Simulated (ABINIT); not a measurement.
Planning a run of ABINIT 10.8.3 on BaTiO3 (P4mm). The input:

```
acell 3*1.0 Angstrom
rprim 
  3.990480000000 0.000000000000 0.000000000000
  0.000000000000 3.990480000000 0.000000000000
  0.000000000000 0.000000000000 4.023030000000
ntypat 3
znucl 56 22 8
natom 5
typat 1 2 3 3 3
xred 
  0.000000000000 0.000000000000 0.000000000000
  0.500000000000 0.500000000000 0.522000000000
  0.500000000000 0.500000000000 0.979000000000
  0.500000000000 0.000000000000 0.488000000000
  0.000000000000 0.500000000000 0.488000000000
pp_dirpath "pseudos"
pseudos "Ba.upf, Ti.upf, O.upf"
ecut 38
ngkpt 6 6 6
nshiftk 1
shiftk 0 0 0
kptopt 1
chksymbreak 0
nband 26
occopt 1
tolvrs 1e-10
nstep 60
prtwf 0
indata_prefix "in"
outdata_prefix "out"
tmpdata_prefix "tmp"
```

```sh
OMP_NUM_THREADS=1 mpirun -n 4 abinit run.abi > log
```

Q: Estimate wall time and host memory on 4 MPI ranks of Arm Neoverse V2, shared host.

It took 63 s; on shared hardware allow 32 s to 2.1 min. Peak host memory was 0.39 GiB.

[Paths, hosts, dates, memory and timing lines, banners, echoed tables and standing remarks are left out of the program output.]

[Logs are printed without paths, hosts, clocks, repeated set-up lines and the standing remarks that a program may print on its own settings, such as how far it seeks lower states.]

[Runs of the session that timed out or met a known fault of the program may be left out.]

[No measured gap is set beside runs whose start may be inverted or whose files or cutoffs have a known fault.]

[Hosts, paths, dates, database ids (printed as entryN), source tags and the programs' standing remarks are cut or masked in the printed files.]

[G0W0 gaps are taken among the corrected bands and points alone; a level outside them can change the order at an edge.]

[Where Ansatz stands beside ABINIT at settings called matched, ABINIT's density can come from a denser mesh and the files from another edition; pairs whose starting gaps differed by over 0.03 eV were left out, so agreement reads better than it is.]
